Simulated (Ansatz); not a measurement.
# TiNF (Pmmn): how robust is the cRPA U?

Wanted: the sensitivity and cost of U and J for TiNF (Pmmn).

Program: Ansatz 0.2.0. Level of theory: constrained RPA on LDA, plane waves, PAW. Results are calculated unless marked as measured.

## Step 1: Set-up

The structure is orthorhombic, space group Pmmn (No. 59). Conventional cell: a = 3.062 Å, b = 3.964 Å, c = 7.871 Å, α = 90.00°, β = 90.00°, γ = 90.00°. Nearest to Ti lie 4 N at 2.01 Å and 2 F at 2.04 Å. Nearest to N lie 4 Ti at 2.01 Å. Nearest to F lie 2 Ti at 2.04 Å. Farther neighbours and most contacts between anions are not listed.

The cell and positions are those that the Materials Project relaxed with its own functionals (PBE, PBE+U or r2SCAN), kept fixed. The program's search for lower electronic states was switched off, so nothing shows that the state found is the lowest. The default PAW set here is soft_2. Its files were made with PBE.

## Step 2: Base: Ti t2g + anion p, bands v12 to c6, 6×4×2 mesh, medium accuracy

Constrained RPA screens the interaction with every transition except those inside the target bands, which a later many-body model would treat itself.

input.yaml reads:

```yaml
crystal:
  lattice:
    - [0.0, -2.16516379, -2.16516379]
    - [-3.964387, 0.0, 0.0]
    - [0.0, 5.56551444, -5.56551444]
  atoms:
    - { symbol: Ti, position: [0.5, 0.0, 0.895914] }
    - { symbol: Ti, position: [0.0, 0.5, 0.104086] }
    - { symbol: "N", position: [0.5, 0.5, 0.939316] }
    - { symbol: "N", position: [0.0, 0.0, 0.060684] }
    - { symbol: F, position: [0.0, 0.0, 0.724624] }
    - { symbol: F, position: [0.5, 0.5, 0.275376] }
kpoints:
  mp_grid: { grid: [8, 6, 4] }
hamiltonian:
  xc: lda
scf:
  occupations: { method: gaussian, width: 0.08 }
  n_extra_bands: 24
  max_iter: 150
  lower_state_search: "off"
output:
  crpa:
    kmesh: [6, 4, 2]
    target_bands: [v12, c6]
    projections:
      - { species: Ti, l: d, shell: 3, orbitals: [dxz, dyz, dxy] }
      - { species: F, l: p, shell: 2 }
      - { species: "N", l: p, shell: 2 }
  local_orbitals:
    kmesh: [12, 8, 4]
    orbitals:
      - { species: Ti, l: d, shell: 3, orbitals: [dxz, dyz, dxy] }
      - { species: F, l: p, shell: 2 }
      - { species: "N", l: p, shell: 2 }
    window: { bands: [v12, c6] }
    seedname: lo
```

Run with:

```console
$ ansatz run input.yaml --threads 4 --pin off --max-ram 9216MiB --backend cpu --events-out ev --progress --plain --runs-dir out
```

Numbers of over 12 decimals in the logs are rounded to 6 here.

What it wrote:

```text
scf.n_extra_bands = 24 over 24 filled bands (N_el = 48.0): the run solves 48 bands
Engine: ansatz 0.2.0, aarch64-unknown-linux-gnu
Pseudopotentials: kind: paw
Pseudopotential: Ti, paw, valence charge 12, recommended cutoff 420 eV (normal), Ti.paw.azcp
Pseudopotential: N, paw, valence charge 5, recommended cutoff 420 eV (normal), N.paw.azcp
Pseudopotential: F, paw, valence charge 7, recommended cutoff 420 eV (normal), F.paw.azcp
Functional definition: SPW92
  exchange = slater_x
  correlation = pw_c
Crystal: 6 atoms, lattice volume = 95.544 Å³
Basis set: ecut = 420 eV, 1869 PW (Γ)
Bands: 48, of which v1, the nominal top of the filled ones, is band 24 counted from 1 (23 counted from 0)
Symmetry: 8 space group operations
Space group: Pmmn (ITA 59), of the structure as read, at distance tolerance 4.6e-5 Å
k-points: 60 of 192
Non-local potential: Ti, projectors of the file, l = 0: 3, l = 1: 2, l = 2: 3, l = 3: 1
Non-local potential: N, projectors of the file, l = 0: 2, l = 1: 2, l = 2: 1
Non-local potential: F, projectors of the file, l = 0: 2, l = 1: 2, l = 2: 1
PAW form: soft (Blöchl's): semilocal exchange-correlation on the pseudo side does not see the compensation charge
PAW frozen core: Ti, regenerated for the run's functional, and the local potential with it (the file was generated under x = pbe(κ = 0.804, μ = 0.219515), c = pbe(β = 0.066725))
PAW frozen core: N, regenerated for the run's functional, and the local potential with it (the file was generated under x = pbe(κ = 0.804, μ = 0.219515), c = pbe(β = 0.066725))
PAW frozen core: F, regenerated for the run's functional, and the local potential with it (the file was generated under x = pbe(κ = 0.804, μ = 0.219515), c = pbe(β = 0.066725))
PAW one-centre angular grid: Ti, 590 points (default); XC on 64 Gauss nodes
PAW one-centre angular grid: N, 110 points (default); XC on 64 Gauss nodes
PAW one-centre angular grid: F, 110 points (default); XC on 64 Gauss nodes
Initial density: superposition of atomic densities (neutral atoms: chi_scale 0, normalization atom), corrected by the library's trained network
Initial wavefunctions: pseudopotential atomic-orbital guess
Functional: x = slater, c = lda
SCF iter   1: F=—  HF=-7243.905470 eV  |F-HF|=—  |Δ(HF+E_count)|=         —  Δρ=1.37e-2  dr2=1.39e-1  ethr=1.77e-3  ⟨swp⟩=6.0  Hψ=13476  notcnv=0  defer=398
preconditioner: auto → Resta (q_TF=auto, 2.433 Å⁻¹)  ε∞=2.7  [insulator: Δε(μ)=0.553 eV  Ē_g=16.682 eV  σ=0.080 eV  W_gap=1.00  n_scr=22 (ndim 8)  ℏωp=21.5 eV  f_vac=0.329  D(μ)=0.00/eV (n_scr^D=0)  ε∞_Penn≈2.7]
SCF iter   2: F=—  HF=-7243.879962 eV  |F-HF|=—  |Δ(HF+E_count)|=   2.55e-2  Δρ=7.86e-3  dr2=4.32e-2  ethr=2.91e-4  ⟨swp⟩=2.0  Hψ=4684  notcnv=0  defer=1067
[...]
E_smearing   = -0.000000  (= −TS)
  E_closure    = 0.000000  (closes the sum)
  Σ components = -7243.870683   (vs F -7243.870683, Δ=0.00e0)
--- Band table (eV; the first three rows and the last of 60) ---
  k-point 0: bands = [... 20 lower, 1.5429, 1.5777, 2.9444, 4.1909, 4.8171, 5.5698, 5.7306, 6.0881, ... 20 higher]
  k-point 1: bands = [... 20 lower, 1.5254, 1.5601, 2.9437, 4.1909, 4.8171, 5.5691, 5.7197, 6.0880, ... 20 higher]
  k-point 2: bands = [... 20 lower, 1.4976, 1.5527, 2.9431, 4.1907, 4.8171, 5.5683, 5.7098, 6.0878, ... 20 higher]
  k-point 59: bands = [... 20 lower, 1.2726, 1.2726, 1.5033, 1.5033, 6.0684, 6.0684, 6.2145, 6.2145, ... 20 higher]
--- cRPA (band scheme, projected local orbitals): target bands 13..30 (1-based), 18 Wannier function(s), 6×4×2 mesh, 60 bands' worth read of 65 solved, ecut_chi 136.0 eV, v(q+G=0) probe_charge, pair densities all_electron ---
  bands read: the sum over 60 bands ends inside a degenerate multiplet in 4 slots, whose members it reads at an even weight; the widest, k=11: bands 60 to 61 (counted from 1) at 1/2 each
  χ-basis size per q: N_G = 332..362
  window electrons = 24.0000, filled by tetrahedron_uncorrected; constrained ε̄⁻¹(q = 0, 0) head = 0.441192; min gauge Gram eig = 0.4790
  Kanamori averages over each shell's own Wannier functions (sites counted from 0, functions from 1):
  Each shell's averages of U are screened by what lies outside the whole window alone: parameters of one model of all the shells.
    Site 0, 3D, 3 of 5 d orbitals (Wannier functions 1, 2, 3; wannier90's mr 2, 3, 5):
      screened: U = 6.9762 eV, U' = 5.9349 eV, J = 0.5172 eV
      screened, to within: U = 1.1e-2 eV, U' = 1.1e-2 eV, J = 7.4e-4 eV
      bare: V = 17.2766 eV, V' = 15.9779 eV, J = 0.6451 eV
    Site 1, 3D, 3 of 5 d orbitals (Wannier functions 4, 5, 6; wannier90's mr 2, 3, 5):
      screened: U = 6.9762 eV, U' = 5.9349 eV, J = 0.5172 eV
      screened, to within: U = 1.1e-2 eV, U' = 1.1e-2 eV, J = 7.4e-4 eV
      bare: V = 17.2766 eV, V' = 15.9779 eV, J = 0.6451 eV
    Site 4, 2P, 3 of 3 p orbitals (Wannier functions 7, 8, 9; wannier90's mr 1, 2, 3):
      screened: U = 10.5153 eV, U' = 8.7009 eV, J = 0.8922 eV
      screened, to within: U = 2.8e-2 eV, U' = 2.8e-2 eV, J = 1.3e-3 eV
      bare: V = 22.8670 eV, V' = 20.6196 eV, J = 1.1064 eV
    Site 5, 2P, 3 of 3 p orbitals (Wannier functions 10, 11, 12; wannier90's mr 1, 2, 3):
      screened: U = 10.5153 eV, U' = 8.7009 eV, J = 0.8922 eV
      screened, to within: U = 2.8e-2 eV, U' = 2.8e-2 eV, J = 1.3e-3 eV
      bare: V = 22.8670 eV, V' = 20.6196 eV, J = 1.1064 eV
    Site 2, 2P, 3 of 3 p orbitals (Wannier functions 13, 14, 15; wannier90's mr 1, 2, 3):
      screened: U = 5.7466 eV, U' = 4.6035 eV, J = 0.4859 eV
      screened, to within: U = 7.7e-3 eV, U' = 7.7e-3 eV, J = 6.8e-4 eV
      bare: V = 14.8112 eV, V' = 13.1252 eV, J = 0.6860 eV
    Site 3, 2P, 3 of 3 p orbitals (Wannier functions 16, 17, 18; wannier90's mr 1, 2, 3):
      screened: U = 5.7466 eV, U' = 4.6035 eV, J = 0.4859 eV
      screened, to within: U = 7.7e-3 eV, U' = 7.7e-3 eV, J = 6.8e-4 eV
      bare: V = 14.8112 eV, V' = 13.1252 eV, J = 0.6860 eV
  Hermiticity witness max|P − P†| over intra, direct and exchange elements: 8.22e-15 eV (screened), 8.04e-17 eV (bare)
  Reality witness max|Im| over intra, direct and exchange elements: 3.68e-9 eV (screened), 7.40e-12 eV (bare)
[key lines of the parts left out:]
SCF converged after 8 iterations
Free energy (F): -7243.870683 eV
Fermi energy:    4.503987 eV
```

Run time: 12 min. Hardware: 4 threads of Arm Neoverse V2, shared host; peak memory 0.9 GiB.

The column dr2 measures how far the density is from self-consistency, as an energy; F and HF (Harris–Foulkes) agree once it is small.

Numbers from this step:

```yaml
u: 6.976 eV
u_prime_inter_orbital: 5.935 eV
j: 0.5172 eV
bare_v: 17.28 eV
bare_j: 0.6451 eV
stated_bound_on_u: 0.01039 eV
u_over_bare_v: 0.4038
electrons_in_the_window: 24
head_of_the_constrained_inverse_dielectric_matrix: 0.4412
least_eigenvalue_of_the_projection_s_overlap: 0.4790
target_functions: 18
bands_in_the_sums: 60
r_m_s_miss_of_the_model_bands: 7.68e-4 eV
width_of_the_target_bands: 9.063 eV
weight_of_the_projected_orbitals_in_the_window: 0.9675
```

On the Ti t2g shell, screening brings the on-site interaction from 17.3 eV down to U = 6.98 eV.

## Step 3: Changed: 4×4×2 mesh

Edit input.yaml of step 2 so:

```diff
@@ -23,3 +23,3 @@
   crpa:
-    kmesh: [6, 4, 2]
+    kmesh: [4, 4, 2]
     target_bands: [v12, c6]
@@ -29,9 +29 @@
       - { species: "N", l: p, shell: 2 }
-  local_orbitals:
-    kmesh: [12, 8, 4]
-    orbitals:
-      - { species: Ti, l: d, shell: 3, orbitals: [dxz, dyz, dxy] }
-      - { species: F, l: p, shell: 2 }
-      - { species: "N", l: p, shell: 2 }
-    window: { bands: [v12, c6] }
-    seedname: lo
```

What it wrote:

```text
[...]
Crystal: 6 atoms, lattice volume = 95.544 Å³
Basis set: ecut = 420 eV, 1869 PW (Γ)
Bands: 48, of which v1, the nominal top of the filled ones, is band 24 counted from 1 (23 counted from 0)
Symmetry: 8 space group operations
[...]
k-points: 60 of 192
[...]
SCF iter   1: F=—  HF=-7243.905470 eV  |F-HF|=—  |Δ(HF+E_count)|=         —  Δρ=1.37e-2  dr2=1.39e-1  ethr=1.77e-3  ⟨swp⟩=6.0  Hψ=13476  notcnv=0  defer=398
[...]
SCF iter   8: F=-7243.870683 eV  HF=-7243.870683 eV  |F-HF|=3.56e-8  |Δ(HF+E_count)|=   2.99e-7  Δρ=8.16e-6  dr2=6.96e-8  ethr=2.08e-10  ⟨swp⟩=10.9  Hψ=16285  notcnv=0
SCF 1 converged in 8 iterations: F = -7243.870683 eV  dr2 = 6.96e-8
[...]
NSCF: frozen V_eff on 18 k-points
[...]
cRPA screening: q 1/32
cRPA screening: q 2/32
cRPA screening: q 3/32
cRPA screening: q 5/32 (q-point 4)
cRPA screening: q 7/32 (q-point 5)
[...]
bare: V = 17.2894 eV, V' = 15.9903 eV, J = 0.6453 eV
    Site 4, 2P, 3 of 3 p orbitals (Wannier functions 7, 8, 9; wannier90's mr 1, 2, 3):
      screened: U = 10.5107 eV, U' = 8.6968 eV, J = 0.8919 eV
      screened, to within: U = 2.8e-2 eV, U' = 2.8e-2 eV, J = 1.3e-3 eV
      bare: V = 22.8706 eV, V' = 20.6233 eV, J = 1.1063 eV
    Site 5, 2P, 3 of 3 p orbitals (Wannier functions 10, 11, 12; wannier90's mr 1, 2, 3):
      screened: U = 10.5107 eV, U' = 8.6968 eV, J = 0.8919 eV
      screened, to within: U = 2.8e-2 eV, U' = 2.8e-2 eV, J = 1.3e-3 eV
      bare: V = 22.8706 eV, V' = 20.6233 eV, J = 1.1063 eV
    Site 2, 2P, 3 of 3 p orbitals (Wannier functions 13, 14, 15; wannier90's mr 1, 2, 3):
      screened: U = 5.7871 eV, U' = 4.6448 eV, J = 0.4861 eV
      screened, to within: U = 8.0e-3 eV, U' = 8.0e-3 eV, J = 7.1e-4 eV
      bare: V = 14.8249 eV, V' = 13.1398 eV, J = 0.6864 eV
    Site 3, 2P, 3 of 3 p orbitals (Wannier functions 16, 17, 18; wannier90's mr 1, 2, 3):
      screened: U = 5.7871 eV, U' = 4.6448 eV, J = 0.4861 eV
      screened, to within: U = 8.0e-3 eV, U' = 8.0e-3 eV, J = 7.1e-4 eV
      bare: V = 14.8249 eV, V' = 13.1398 eV, J = 0.6864 eV
[...]
[key lines of the parts left out:]
SCF converged after 8 iterations
Free energy (F): -7243.870683 eV
Fermi energy:    4.503987 eV
```

Wall time 5.9 min (4 threads); peak memory 0.86 GiB; 23 min of CPU time.

This step gave:

- U: 7.016 eV
- U prime (inter-orbital): 5.974 eV
- J: 0.5174 eV
- bare V: 17.29 eV
- bare J: 0.6453 eV
- stated bound on U: 0.01073 eV
- U over bare V: 0.4058
- electrons in the window: 24
- head of the constrained inverse dielectric matrix: 0.4370
- least eigenvalue of the projection's overlap: 0.4790
- target functions: 18
- bands in the sums: 60
- width of the target bands: 9.063 eV
- weight of the projected orbitals in the window: 0.9675

On the Ti t2g shell, screening brings the on-site interaction from 17.3 eV down to U = 7.02 eV.

## Step 4: Changed: 2×2×2 mesh

Edit input.yaml of step 3 so:

```diff
@@ -23,3 +23,3 @@
   crpa:
-    kmesh: [4, 4, 2]
+    kmesh: [2, 2, 2]
     target_bands: [v12, c6]
```

What it wrote:

```text
[...]
Crystal: 6 atoms, lattice volume = 95.544 Å³
Basis set: ecut = 420 eV, 1869 PW (Γ)
Bands: 48, of which v1, the nominal top of the filled ones, is band 24 counted from 1 (23 counted from 0)
Symmetry: 8 space group operations
[...]
k-points: 60 of 192
[...]
screened: U = 6.1491 eV, U' = 4.9982 eV, J = 0.4950 eV
      screened, to within: U = 1.4e-2 eV, U' = 1.4e-2 eV, J = 8.3e-4 eV
      bare: V = 15.0894 eV, V' = 13.4052 eV, J = 0.6934 eV
    Site 3, 2P, 3 of 3 p orbitals (Wannier functions 16, 17, 18; wannier90's mr 1, 2, 3):
      screened: U = 6.1491 eV, U' = 4.9982 eV, J = 0.4950 eV
      screened, to within: U = 1.4e-2 eV, U' = 1.4e-2 eV, J = 8.3e-4 eV
      bare: V = 15.0894 eV, V' = 13.4052 eV, J = 0.6934 eV
[...]
[key lines of the parts left out:]
SCF converged after 8 iterations
Free energy (F): -7243.870683 eV
Fermi energy:    4.503987 eV
```

It took 57 s on 4 threads; peak memory 0.78 GiB; 3.7 min of CPU time.

Numbers from this step:

```
U                                                 : 7.344 eV
U prime (inter-orbital)                           : 6.278 eV
J                                                 : 0.5292 eV
bare V                                            : 17.64 eV
bare J                                            : 0.6589 eV
stated bound on U                                 : 0.01616 eV
U over bare V                                     : 0.4164
electrons in the window                           : 24
head of the constrained inverse dielectric matrix : 0.3974
least eigenvalue of the projection's overlap      : 0.4918
target functions                                  : 18
bands in the sums                                 : 60
width of the target bands                         : 9.063 eV
weight of the projected orbitals in the window    : 0.9675
```

On the Ti t2g shell, screening brings the on-site interaction from 17.6 eV down to U = 7.34 eV.

## Step 5: Changed: sums over states on smooth products

Edit input.yaml of step 4 so:

```diff
@@ -23,3 +23,3 @@
   crpa:
-    kmesh: [2, 2, 2]
+    kmesh: [6, 4, 2]
     target_bands: [v12, c6]
@@ -29 +29,5 @@
       - { species: "N", l: p, shell: 2 }
+    accuracy: sum_over_states
+    pair_densities: pseudo
+    n_empty_bands: 48
+    ecut_chi: 136
```

What it wrote:

```text
[...]
Crystal: 6 atoms, lattice volume = 95.544 Å³
Basis set: ecut = 420 eV, 1869 PW (Γ)
Bands: 48, of which v1, the nominal top of the filled ones, is band 24 counted from 1 (23 counted from 0)
Symmetry: 8 space group operations
[...]
k-points: 60 of 192
[...]
bare: V = 22.8670 eV, V' = 20.6196 eV, J = 1.1064 eV
    Site 2, 2P, 3 of 3 p orbitals (Wannier functions 13, 14, 15; wannier90's mr 1, 2, 3):
      screened: U = 5.9365 eV, U' = 4.6055 eV, J = 0.5775 eV
      bare: V = 14.8112 eV, V' = 13.1252 eV, J = 0.6860 eV
    Site 3, 2P, 3 of 3 p orbitals (Wannier functions 16, 17, 18; wannier90's mr 1, 2, 3):
      screened: U = 5.9365 eV, U' = 4.6055 eV, J = 0.5775 eV
      bare: V = 14.8112 eV, V' = 13.1252 eV, J = 0.6860 eV
[...]
[key lines of the parts left out:]
SCF converged after 8 iterations
Free energy (F): -7243.870683 eV
Fermi energy:    4.503987 eV
```

It took 44 s on 4 threads; peak memory 0.68 GiB; 2.8 min of CPU time.

This variant gives U = 7.08 eV against 6.98 eV. It is a finite sum over empty states with no bound on its error and stays out of the table below.

## Step 6: Changed: accuracy high

Edit input.yaml of step 5 so:

```diff
@@ -29,5 +29,2 @@
       - { species: "N", l: p, shell: 2 }
-    accuracy: sum_over_states
-    pair_densities: pseudo
-    n_empty_bands: 48
-    ecut_chi: 136
+    accuracy: high
```

What it wrote:

```text
[...]
Crystal: 6 atoms, lattice volume = 95.544 Å³
Basis set: ecut = 420 eV, 1869 PW (Γ)
Bands: 48, of which v1, the nominal top of the filled ones, is band 24 counted from 1 (23 counted from 0)
Symmetry: 8 space group operations
[...]
k-points: 60 of 192
[...]
screened: U = 5.7476 eV, U' = 4.6042 eV, J = 0.4860 eV
      screened, to within: U = 5.5e-4 eV, U' = 5.5e-4 eV, J = 5.5e-5 eV
      bare: V = 14.8112 eV, V' = 13.1252 eV, J = 0.6860 eV
    Site 3, 2P, 3 of 3 p orbitals (Wannier functions 16, 17, 18; wannier90's mr 1, 2, 3):
      screened: U = 5.7476 eV, U' = 4.6042 eV, J = 0.4860 eV
      screened, to within: U = 5.5e-4 eV, U' = 5.5e-4 eV, J = 5.5e-5 eV
      bare: V = 14.8112 eV, V' = 13.1252 eV, J = 0.6860 eV
[...]
[key lines of the parts left out:]
SCF converged after 8 iterations
Free energy (F): -7243.870683 eV
Fermi energy:    4.503987 eV
```

The job ended after 23 min (4 threads; peak memory 0.99 GiB; 88 min of CPU time).

Numbers from this step:

| Quantity | Value |
| --- | --- |
| U | 6.978 eV |
| U prime (inter-orbital) | 5.936 eV |
| J | 0.5173 eV |
| bare V | 17.28 eV |
| bare J | 0.6451 eV |
| stated bound on U | 6.84e-4 eV |
| U over bare V | 0.4039 |
| electrons in the window | 24 |
| head of the constrained inverse dielectric matrix | 0.4412 |
| least eigenvalue of the projection's overlap | 0.4790 |
| target functions | 18 |
| bands in the sums | 60 |
| width of the target bands | 9.063 eV |
| weight of the projected orbitals in the window | 0.9675 |

On the Ti t2g shell, screening brings the on-site interaction from 17.3 eV down to U = 6.98 eV.

## Step 7: Changed: more bands than orbitals

Edit input.yaml of step 6 so:

```diff
@@ -24,3 +24,3 @@
     kmesh: [6, 4, 2]
-    target_bands: [v12, c6]
+    target_bands: [v12, c7]
     projections:
@@ -29,2 +29 @@
       - { species: "N", l: p, shell: 2 }
-    accuracy: high
```

What it wrote:

```text
Error: invalid value for `output.crpa.projections`: 18 orbital(s) selected but the target window spans 19 band(s); name one orbital per band of it
```

Wall time 0.08 s (4 threads); peak memory 0.087 GiB.

The program refused the input before any cycle.

The program's message: “Error: invalid value for `output.crpa.projections`: 18 orbital(s) selected but the target window spans 19 band(s); name one orbital per band of it”

The fault put into this input: more bands than orbitals.

## Step 8: Side by side

Times are wall times on 4 threads of Arm Neoverse V2, shared host, good to a factor of about two.

```
          run  bare V (eV)  U (eV)  J (eV)  bound on U (eV)  width (eV)     time
target window        17.28   6.976   0.517           0.0104        9.06   12 min
   4×4×2 mesh        17.29   7.016   0.517           0.0107        9.06  5.9 min
   2×2×2 mesh        17.64   7.344   0.529           0.0162        9.06     57 s
accuracy high        17.28   6.978   0.517           0.0007        9.06   23 min
```

## Step 9: Results

| Quantity | Value |
| --- | --- |
| target window | U 6.98 eV, J 0.52 eV |
| 4×4×2 mesh | U 7.02 eV, J 0.52 eV |
| 2×2×2 mesh | U 7.34 eV, J 0.53 eV |
| accuracy high | U 6.98 eV, J 0.52 eV |

In words: 4×4×2 mesh moves U by +0.04 eV at 0.48 times the time. 2×2×2 mesh moves U by +0.37 eV at 0.077 times the time. Accuracy high moves U by +0.002 eV (within the solver's bounds, for the mean over orbitals). The printed bound covers the solver alone, not the mesh, and no denser mesh than the base was run. The parent state is non-magnetic and the interaction static (zero frequency); U depends on the window and the orbitals, so it belongs to this model alone. A window that holds the anion p bands defines a model with explicit ligands; its U belongs to that model and is not the U of DFT+U.

[Paths, hosts, dates, memory and timing lines, banners, echoed tables and standing remarks are left out of the program output.]

[Logs are printed without paths, hosts, clocks, repeated set-up lines and the standing remarks that a program may print on its own settings, such as how far it seeks lower states.]

[Runs of the session that timed out or met a known fault of the program may be left out.]

[Hosts, paths, dates, database ids (printed as entryN), source tags and the programs' standing remarks are cut or masked in the printed files.]
